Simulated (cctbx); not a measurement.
**Diagnosing a refinement**

Cell a = 5.3730 Å, b = 6.1220 Å, c = 5.0530 Å, α = 90.00°, β = 107.71°, γ = 90.00°; space group P2/c (no. 13). The compound is Li3MoO2F2.

Simulated single-crystal data (cctbx): synchrotron X-rays, λ = 0.7749 Å, to d = 0.6 Å, 50 % of the full sphere, strongest reflection 40000 counts, noise from counting, a 1.5 % proportional error and a noise floor of 4 counts (s.d.); no absorption.

An anisotropic refinement with weights 1/σ² prints:

```text
Rint 0.018, 710 unique reflections to 0.60 A
cycle     R1     wR2    GooF  max shift (A)
   1  0.0198  0.0459   1.783   0.00100
   2  0.0111  0.0268   1.040   0.00000
final R1 0.0111 wR2 0.0268 GooF 1.040  parameters 38  data/parameter 18.7
atom        x        y        z      Ueq    occ   su(xyz)  su(Uiso or U11)
Mo1    0.00000  0.89792  0.75000   0.0121  1.000  0.00002  0.0001
F1     0.24022  0.62087  0.98661   0.0164  1.000  0.00017  0.0003
O1     0.74889  0.86874  0.99721   0.0151  1.000  0.00018  0.0003
Li1    0.00000  0.37094  0.75000   0.0166  1.000  0.00054  0.0013
Li2    0.50000  0.10980  0.75000   0.0185  1.000  0.00054  0.0014
Li3    0.50000  0.64068  0.75000   0.0163  1.000  0.00053  0.0013
difference map: max 0.47 min -0.40 rms 0.10
Q1    0.2742  0.3609  0.4929    4    0.49  0.21 A from F1
Q2    0.2502  0.0728  0.0034    4    0.38  0.36 A from O1
Q3    0.1985  0.2423  0.5728    4    0.34  1.00 A from F1
Q4    0.0648  0.0494  0.4427    4    0.32  0.98 A from Mo1
Q5    0.2549  0.1893  0.0624    4    0.32  0.46 A from O1
Q6    0.5000  0.1177  0.7500    2    0.28  0.05 A from Li2
```

Q: Accept it or mend it, and why?

It can stand. The set-up had a fault (anomalous dispersion left out), but the figures of merit move little: R1 = 0.0111, wR2 = 0.0268, GooF = 1.04 against R1 = 0.0099, wR2 = 0.0241, GooF = 0.94 for the right model.

The compound is Li3MoO2F2. The right model at the same level gives:

```text
Rint 0.018, 710 unique reflections to 0.60 A
cycle     R1     wR2    GooF  max shift (A)
   1  0.0101  0.0244   0.949   0.00051
   2  0.0099  0.0241   0.935   0.00000
final R1 0.0099 wR2 0.0241 GooF 0.935  parameters 38  data/parameter 18.7
atom        x        y        z      Ueq    occ   su(xyz)  su(Uiso or U11)
Mo1    0.00000  0.89791  0.75000   0.0112  1.000  0.00002  0.0000
F1     0.24026  0.62086  0.98666   0.0183  1.000  0.00015  0.0003
O1     0.74888  0.86875  0.99723   0.0168  1.000  0.00016  0.0003
Li1    0.00000  0.37103  0.75000   0.0178  1.000  0.00047  0.0012
Li2    0.50000  0.11001  0.75000   0.0196  1.000  0.00048  0.0012
Li3    0.50000  0.64050  0.75000   0.0174  1.000  0.00047  0.0012
difference map: max 0.37 min -0.31 rms 0.08
Q1    0.1978  0.2429  0.5686    4    0.38  0.99 A from F1
Q2    0.0720  0.0447  0.4482    4    0.28  1.02 A from Mo1
Q3    0.0000  0.4489  0.2500    2    0.28  1.10 A from Li1
Q4    0.1647  0.3683  0.3035    4    0.28  0.89 A from F1
Q5    0.4777  0.0414  0.8830    4    0.26  0.83 A from Li2
Q6    0.3362  0.2393  0.9766    4    0.26  0.84 A from O1
```

The model was made for the exercise: a known structure type with other elements put in, its volume estimated, not relaxed; displacement parameters are assumed.

[Middle refinement cycles are left out of these outputs.]

[Logs are printed without paths, hosts, clocks, repeated set-up lines and the standing remarks that a program may print on its own settings, such as how far it seeks lower states.]
